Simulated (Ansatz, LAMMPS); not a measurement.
**Zn2+ triflate in ethylene carbonate and dimethyl sulfoxide, from a frame at 400 K (191 atoms): geometry optimisation**

Wanted: the relaxed structure of Zn2+ triflate in ethylene carbonate and dimethyl sulfoxide, from a frame at 400 K (191 atoms) and its electronic structure.

Main program and level: Ansatz 0.2.0; Kohn-Sham DFT, revPBE+D4, PAW (set soft_2), plane waves.

## 1. The structure

The cell holds 191 atoms: 46 O, 41 C, 70 H, 13 S, 18 F and 3 Zn. Cell: a = 13.376 Å, b = 13.376 Å, c = 13.376 Å, α = 90.0°, β = 90.0°, γ = 90.0°. 7 ethylene carbonate, 7 dimethyl sulfoxide, 3 Zn2+, 6 triflate placed at random, at 1.56 g/cm³; overlaps pushed apart, then 10 ps at 550 K with divalent ions of Li, Roberts, Chakravorty and Merz (J. Chem. Theory Comput. 9, 2733 (2013)); MMFF94 bonds, angles, torsions, charges and radii (Halgren, J. Comput. Chem. 17, 490 (1996)) in harmonic and 12-6 forms; charges of ions scaled by 0.8. Snapshot after 30 ps at 400 K and fixed volume.

Before any run, some limits are plain. The network of contacts between molecules at the start is that of the classical potential that made the cell. The density was typed from a rule of thumb and may lie off the real one at this temperature. Only the Γ point is sampled, in a cell whose shortest periodic width is 13 Å.

## 2. How the cell was made

A classical potential supplies the starting structure, since it reaches far longer times than DFT.

This step: classical MD, divalent ions of Li, Roberts, Chakravorty and Merz (J. Chem. Theory Comput. 9, 2733 (2013)); MMFF94 bonds, angles, torsions, charges and radii (Halgren, J. Comput. Chem. 17, 490 (1996)) in harmonic and 12-6 forms; charges of ions scaled by 0.8 (LAMMPS 22 Jul 2025 - Update 4).

Contents of in.lmp:

```
# Zn2+ triflate in ethylene carbonate and dimethyl sulfoxide
units real
atom_style full
boundary p p p
bond_style harmonic
angle_style harmonic
dihedral_style opls
improper_style harmonic
special_bonds lj 0 0 0.5 coul 0 0 0.75
read_data data.lmp
neigh_modify delay 0 every 1 check yes one 4000
comm_modify cutoff 12.0
timestep 0.5
thermo_style custom step time temp pe press density
thermo_modify norm yes
# push overlapping molecules apart
pair_style soft 2.6
pair_coeff * * 0.0
variable a equal ramp(1,60)
fix ad all adapt 1 pair soft a * * v_a
velocity all create 550 363528 mom yes dist gaussian
fix lim all nve/limit 0.03
fix lan all langevin 550 550 50 363529 zero yes
thermo 1000
run 3000 post no
unfix ad
pair_style lj/cut/coul/long 9.0
pair_modify mix arithmetic tail yes
pair_coeff 1 1 0.0763 2.9870   # O
pair_coeff 2 2 0.0678 3.4070   # C
pair_coeff 3 3 0.0763 3.0430   # O
pair_coeff 4 4 0.0678 3.3680   # C
pair_coeff 5 5 0.0216 2.5400   # H
pair_coeff 6 6 0.2681 3.6400   # S
# [... 22 lines left out ...]
compute msd all msd com yes
thermo 7500
fix md all nvt temp 400 400 100
run 30000 post no
print "== T400: mean square displacement over the hold $(c_msd[4]:%.2f) A^2"
unfix md
uncompute msd
write_dump all custom T400.dump id type xs ys zs modify sort id
```

Started as:

```sh
lmp -in in.lmp -log none -nocite
```

Numbers of over 12 decimals in the logs are rounded to 6 here.

The log of the run:

```text
LAMMPS (22 Jul 2025 - Update 4)
Reading data file ...
  orthogonal box = (0 0 0) to (13.37559 13.37559 13.37559)
  191 atoms
  orthogonal box = (0 0 0) to (13.37559 13.37559 13.37559)
  175 bonds
  296 angles
  271 dihedrals
  7 impropers
   Step          Time           Temp          PotEng         Press         Density
         0   0              550            0.7051415     -6776.5883      1.5639988
      1000   500            466.01893      1.9098171      19364.04       1.5639988
      2000   1000           556.68655      1.7818102      7241.608       1.5639988
      3000   1500           570.69536      1.8459834      13650.154      1.5639988
Loop time of 0.519807 s on 1 MPI rank(s) for 3000 steps with 191 atoms
PPPM initialization ...
WARNING: System is not charge neutral, net charge = -0.00048
  G vector (1/distance) = 0.29690814
  grid = 8 8 8
  estimated relative force accuracy = 4.6538495e-05
[... 15 lines left out ...]
      2000   1000           527.16086     -2.283647       441.72335      1.5639988
Loop time of 2.06257 s on 1 MPI rank(s) for 2000 steps with 191 atoms
   Step          Time           Temp          PotEng         Press         Density
      2000   1000           527.16086     -2.283647       441.72335      1.5639988
[... 5 lines left out ...]
Loop time of 10.7388 s on 1 MPI rank(s) for 10000 steps with 191 atoms
   Step          Time           Temp          PotEng         Press         Density
[... 4 lines left out ...]
Loop time of 5.30244 s on 1 MPI rank(s) for 5000 steps with 191 atoms
   Step          Time           Temp          PotEng         Press         Density
[... 2 lines left out ...]
     30000   29000          375.20759     -3.0121806      7135.4563      1.5639988
     37500   36500          418.14335     -3.2232775     -947.13281      1.5639988
     45000   44000          391.25654     -3.0432683     -10008.187      1.5639988
     47000   46000          376.08632     -3.1703673     -2121.0879      1.5639988
Loop time of 31.4904 s on 1 MPI rank(s) for 30000 steps with 191 atoms
== T400: mean square displacement over the hold 11.97 A^2
```

Elapsed: 51 s, on 1 thread of Arm Neoverse N1, shared host; peak memory 0.12 GiB.

The input also reads data.lmp (atoms, bonds and types; not printed here).

## 3. Single point at the start

A single point comes first, to see the forces before anything moves.

Contents of input.yaml:

```yaml
crystal:
  lattice:
    - [13.37559, 0.0, 0.0]
    - [0.0, 13.37559, 0.0]
    - [0.0, 0.0, 13.37559]
  atoms:
    - { symbol: O, position: [0.87264, 0.4187, 0.99419] }
    - { symbol: C, position: [0.82403, 0.44911, 0.06365] }
    - { symbol: O, position: [0.84569, 0.42288, 0.15882] }
    - { symbol: C, position: [0.80288, 0.49589, 0.2205] }
    - { symbol: C, position: [0.7216, 0.53983, 0.15454] }
    - { symbol: O, position: [0.7536, 0.52426, 0.05986] }
    - { symbol: H, position: [0.85165, 0.55644, 0.24151] }
    - { symbol: H, position: [0.76895, 0.46011, 0.28791] }
    - { symbol: H, position: [0.64952, 0.49308, 0.16405] }
    - { symbol: H, position: [0.70131, 0.61649, 0.1656] }
    - { symbol: O, position: [0.97035, 0.37862, 0.80628] }
    - { symbol: C, position: [0.00852, 0.31885, 0.74555] }
    - { symbol: O, position: [0.99106, 0.21481, 0.7423] }
    - { symbol: C, position: [0.03813, 0.19067, 0.65354] }
    - { symbol: C, position: [0.13297, 0.25252, 0.64856] }
    - { symbol: O, position: [0.08138, 0.34358, 0.67711] }
    - { symbol: H, position: [0.98424, 0.21384, 0.59189] }
    - { symbol: H, position: [0.05564, 0.11284, 0.65103] }
    - { symbol: H, position: [0.18804, 0.22497, 0.70387] }
    - { symbol: H, position: [0.16214, 0.25156, 0.56957] }
    - { symbol: O, position: [0.44014, 0.71083, 0.66749] }
    - { symbol: C, position: [0.41058, 0.6278, 0.69106] }
    - { symbol: O, position: [0.40116, 0.59245, 0.78731] }
    - { symbol: C, position: [0.36265, 0.49375, 0.78001] }
    - { symbol: C, position: [0.32778, 0.47935, 0.67487] }
    - { symbol: O, position: [0.3692, 0.56413, 0.62731] }
    - { symbol: H, position: [0.30156, 0.49451, 0.82972] }
    - { symbol: H, position: [0.41422, 0.43976, 0.79712] }
    - { symbol: H, position: [0.35574, 0.41025, 0.6467] }
    - { symbol: H, position: [0.24462, 0.49054, 0.67317] }
    - { symbol: O, position: [0.661, 0.97795, 0.42738] }
    - { symbol: C, position: [0.7082, 0.92421, 0.48281] }
    [... 153 atom lines left out ...]
    - { symbol: F, position: [0.26852, 0.90087, 0.19988] }
    - { symbol: F, position: [0.27034, 0.05759, 0.23811] }
    - { symbol: F, position: [0.28949, 0.01497, 0.07874] }
    - { symbol: Zn, position: [0.97377, 0.48286, 0.90152] }
    - { symbol: Zn, position: [0.58661, 0.05148, 0.00665] }
    - { symbol: Zn, position: [0.5653, 0.09877, 0.36782] }
kpoints:
  mp_grid: { grid: [1, 1, 1] }
hamiltonian:
  xc: revpbe
  dispersion: d4
scf:
  occupations: { method: fermi_dirac, width: 0.05 }
output:
  forces: true
  stress: true
  populations: true
  dos:
    method: { smearing: { sigma: 0.1 } }
    de: 0.1
    projected: { site_lists: { C: [C], F: [F], H: [H], O: [O], S: [S] } }
  eigenvalues: true
```

Started as:

```sh
ansatz run input.yaml --threads 4 --pin off --max-ram 8192MiB --backend cpu --events-out ev --progress --plain --runs-dir out
```

The log of the run:

```text
Engine: ansatz 0.2.0, aarch64-unknown-linux-gnu
Pseudopotentials: kind: paw
Pseudopotential: O, paw, valence charge 6, recommended cutoff 420 eV (normal), O.paw.azcp
Pseudopotential: C, paw, valence charge 4, recommended cutoff 420 eV (normal), C.paw.azcp
Pseudopotential: H, paw, valence charge 1, recommended cutoff 420 eV (normal), H.paw.azcp
Pseudopotential: S, paw, valence charge 6, recommended cutoff 420 eV (normal), S.paw.azcp
Pseudopotential: F, paw, valence charge 7, recommended cutoff 420 eV (normal), F.paw.azcp
Pseudopotential: Zn, paw, valence charge 12, recommended cutoff 420 eV (normal), Zn.paw.azcp
[... 5 lines on functional and potentials left out ...]
Crystal: 191 atoms, lattice volume = 2392.979 Å³
Basis set: ecut = 420 eV, 46753 PW (Γ), exchange–correlation on 180×180×180 points (8 copies of the dense FFT grid, shifted against one another)
Bands: 566, of which v1, the nominal top of the filled ones, is band 375 counted from 1 (374 counted from 0)
Symmetry: 1 space group operations
Space group: P1 (ITA 1), of the structure as read, at distance tolerance 1.3e-4 Å
k-points: 1
[... 18 lines on functional and potentials left out ...]
Initial density: superposition of atomic densities (neutral atoms: chi_scale 0, normalization atom), corrected by the library's trained network
Initial wavefunctions: pseudopotential atomic-orbital guess
Functional: x = revpbe(κ = 1.245, μ = 0.219515), c = pbe(β = 0.066725)
SCF iter   1: F=—  HF=-73896.735050 eV  |F-HF|=—  |Δ(HF+E_count)|=         —  Δρ=7.38e-3  dr2=1.51e0  ethr=1.77e-3  ⟨swp⟩=6.0  Hψ=2645  notcnv=0  defer=59
preconditioner: auto → Resta (q_TF=auto, 2.249 Å⁻¹)  ε∞=2.6  [insulator: Δε(μ)=3.802 eV  Ē_g=15.900 eV  σ=0.050 eV  W_gap=1.00  n_scr=460 (ndim 8)  ℏωp=20.3 eV  f_vac=0.295  D(μ)=0.00/eV (n_scr^D=0)  ε∞_Penn≈2.6]
SCF iter   2: F=—  HF=-73896.432146 eV  |F-HF|=—  |Δ(HF+E_count)|=   3.03e-1  Δρ=3.79e-3  dr2=3.01e-1  ethr=2.02e-4  ⟨swp⟩=3.0  Hψ=984  notcnv=0  defer=187
SCF iter   3: F=—  HF=-73896.427436 eV  |F-HF|=—  |Δ(HF+E_count)|=   4.71e-3  Δρ=1.67e-3  dr2=9.60e-2  ethr=4.02e-5  ⟨swp⟩=2.0  Hψ=715  notcnv=0  defer=187
SCF iter   4: F=—  HF=-73896.419234 eV  |F-HF|=—  |Δ(HF+E_count)|=   8.20e-3  Δρ=6.08e-4  dr2=1.06e-2  ethr=1.28e-5  ⟨swp⟩=2.0  Hψ=714  notcnv=0  defer=187
SCF iter   5: F=—  HF=-73896.417021 eV  |F-HF|=—  |Δ(HF+E_count)|=   2.21e-3  Δρ=3.37e-4  dr2=2.70e-3  ethr=1.41e-6  ⟨swp⟩=2.0  Hψ=979  notcnv=0  defer=187
SCF iter   6: F=—  HF=-73896.416085 eV  |F-HF|=—  |Δ(HF+E_count)|=   9.37e-4  Δρ=1.24e-4  dr2=3.53e-4  ethr=3.60e-7  ⟨swp⟩=3.0  Hψ=726  notcnv=0  defer=187
SCF iter   7: F=—  HF=-73896.415844 eV  |F-HF|=—  |Δ(HF+E_count)|=   2.41e-4  Δρ=4.67e-5  dr2=5.29e-5  ethr=4.70e-8  ⟨swp⟩=2.0  Hψ=720  notcnv=0  defer=187
SCF iter   8: F=—  HF=-73896.416196 eV  |F-HF|=—  |Δ(HF+E_count)|=   3.52e-4  Δρ=2.13e-5  dr2=1.01e-5  ethr=7.06e-9  ⟨swp⟩=2.0  Hψ=751  notcnv=0  defer=187
SCF iter   9: F=—  HF=-73896.416186 eV  |F-HF|=—  |Δ(HF+E_count)|=   9.73e-6  Δρ=7.76e-6  dr2=1.42e-6  ethr=1.35e-9  ⟨swp⟩=2.0  Hψ=725  notcnv=0  defer=187
SCF iter  10: F=—  HF=-73896.416185 eV  |F-HF|=—  |Δ(HF+E_count)|=   1.66e-6  Δρ=4.20e-6  dr2=3.96e-7  ethr=1.90e-10  ⟨swp⟩=2.0  Hψ=720  notcnv=0  defer=187
SCF iter  11: F=-73896.416184 eV  HF=-73896.416184 eV  |F-HF|=1.39e-7  |Δ(HF+E_count)|=   4.23e-7  Δρ=1.38e-6  dr2=4.93e-8  ethr=1.33e-11  ⟨swp⟩=13.0  Hψ=3732  notcnv=0
SCF 1 converged in 11 iterations: F = -73896.416184 eV  dr2 = 4.93e-8
  greatest PAW one-centre occupation: 0.991 electrons in one spin orbital (limit 2), on the Zn atom at site 188 (counted from 0), in its partial waves of l = 2
SCF converged after 11 iterations
Free energy (F): -73896.416184 eV
Harris-Foulkes:  -73896.416184 eV  (|F-HF|=1.39e-7)
Internal energy: -73896.416184 eV  (E = F + TS)
E sigma→0 (E₀):  -73896.416184 eV
Fermi energy:    2.312358 eV
--- Per-component energies (eV) ---
  E_band       = -6139.046379
  E_kinetic    = 18401.757933
  E_local      = -86108.435753  (includes V_loc(G=0)·N_el)
  E_nonlocal   = 6925.022100
  E_hartree    = 34888.130835
  E_xc         = -9124.572114
  E_vxc        = -10709.304265  (∫ρ·V_xc dr)
  E_paw        = -28456.382846  (= ΣΔE_a)
  E_vpaw       = -4424.389671  (= ΣTr[D̂ρ^β])
  E_aug_tail   = 0.052314  (compensation charges beyond the density's cutoff)
  E_ewald      = -10391.912541
  E_disp       = -28.057682  (pairwise vdW)
  E_core_change = -2.018430  (= ΣΔE_core)
  E_smearing   = -0.000000  (= −TS)
  E_closure    = 0.000000  (closes the sum)
  Σ components = -73896.416184   (vs F -73896.416184, Δ=0.00e0)
--- Forces (eV/Å), atoms counted from 1 ---
  atom   1  O     -1.04553639    -1.13160457    -0.33019371
  atom   2  C      0.40352341     1.35199987     0.57110237
  atom   3  O      0.50040457    -0.24943354    -0.74191086
  atom   4  C     -2.05780320     0.53313176     1.89932381
  atom   5  C     -3.33139490    -1.38521728     2.53904654
  atom   6  O      2.17782720    -1.48297186    -2.89382860
  atom   7  H      1.03086187     0.05872782     0.10785301
  atom   8  H      0.48810895     0.29663045    -0.56342915
  atom   9  H      0.96482157     0.84259480     0.05837772
  atom  10  H      0.16921413     0.78891982     0.26089206
  atom  11  O      1.17998996    -4.16634363    -3.46336811
  atom  12  C      0.40970474     0.38825295     1.55508692
  atom  13  O     -0.32942400     3.05954158     1.82984817
  atom  14  C      0.21488089    -1.22807991    -2.90355112
[...]
atom 190  Zn    -1.55232182    -0.14896589     1.95929851
  atom 191  Zn     3.27722616    -2.58028836     1.31064799
  max |Σ_I F_I| component: 7.58e-5 eV/Å
--- Stress (GPa, compression-positive) ---
        4.024382      -0.289821      -0.151492
       -0.289822       2.999268      -0.197858
       -0.151492      -0.197857       3.501989
  P = ⅓ Tr σ = 3.5085 GPa (35.085 kbar)
--- Band table (eV) ---
  k-point 0: bands = ["-27.7381", "-27.0672", "-26.9932", "-26.8861", [... 550 levels ...], "11.1142", "11.1535", "11.1766", "11.1871", "11.2231", "11.2360", "11.2750", "11.3273", "11.3401", "11.3531", "11.3916", "11.4026"]
--- Löwdin populations: 191 sites ---
  site symbol       q [e]
     0      O      6.4490
     1      C      3.2607
     2      O      6.2453
[...]
190     Zn     10.3944
  spilling = 0.015149 (of n_electrons = 750.000000)
```

Run time: 2 min. Hardware: 4 threads of Arm Neoverse N1, shared host; peak memory 3.7 GiB; 7.7 min of CPU time.

Numbers from this run:

```yaml
free_energy: -73896.4162 eV
free_energy_per_atom: -386.8922 eV/atom
scf_cycles: 11
pressure: 3.509 GPa
r_m_s_force_component: 1.157 eV/Å
longest_force: 5.545 eV/Å
fermi_energy: 2.312 eV
spacing_of_highest_filled_and_lowest_empty_level: 3.231 eV
spilling_of_the_projection: 0.01515
```

The r.m.s. force component of 1.2 eV/Å and the pressure of 3.5 GPa set the starting point.

Neighbours are counted within 1.34 Å (H-C), 1.73 Å (O-C), 1.93 Å (O-S), 2.50 Å (O-Zn), 1.85 Å (C-C), 1.62 Å (C-F), 2.21 Å (C-S).

Length of the force by element and coordination:

```csv
element,coordination,atoms,mean length of the force (eV/Å),spread,least,most
C,all,41,2.26,0.960,0.742,4.83
C,3,7,1.94,0.577,0.989,2.83
C,4,34,2.33,1.01,0.742,4.83
F,all,18,1.59,0.830,0.336,4.62
H,all,70,0.999,0.504,0.341,2.68
O,all,46,2.05,1.39,0.339,5.54
O,1,14,1.21,0.597,0.568,2.84
O,2,32,2.41,1.48,0.339,5.54
S,all,13,1.98,0.808,0.519,3.40
S,3,7,1.58,0.568,0.519,2.29
S,4,6,2.44,0.800,1.06,3.40
Zn,all,3,3.25,0.809,2.50,4.37
```

(Continued in part 2 of 3.)

[Logs are printed without paths, hosts, clocks, repeated set-up lines and the standing remarks that a program may print on its own settings, such as how far it seeks lower states.]

[Hosts, paths, dates, database ids (printed as entryN), source tags and the programs' standing remarks are cut or masked in the printed files.]

[The MMFF94 radii named for the starting cell were scaled by 0.96; in molecules described by MMFF94, hydrogen bound to N, O or S took a small fixed 12-6 site in their place.]
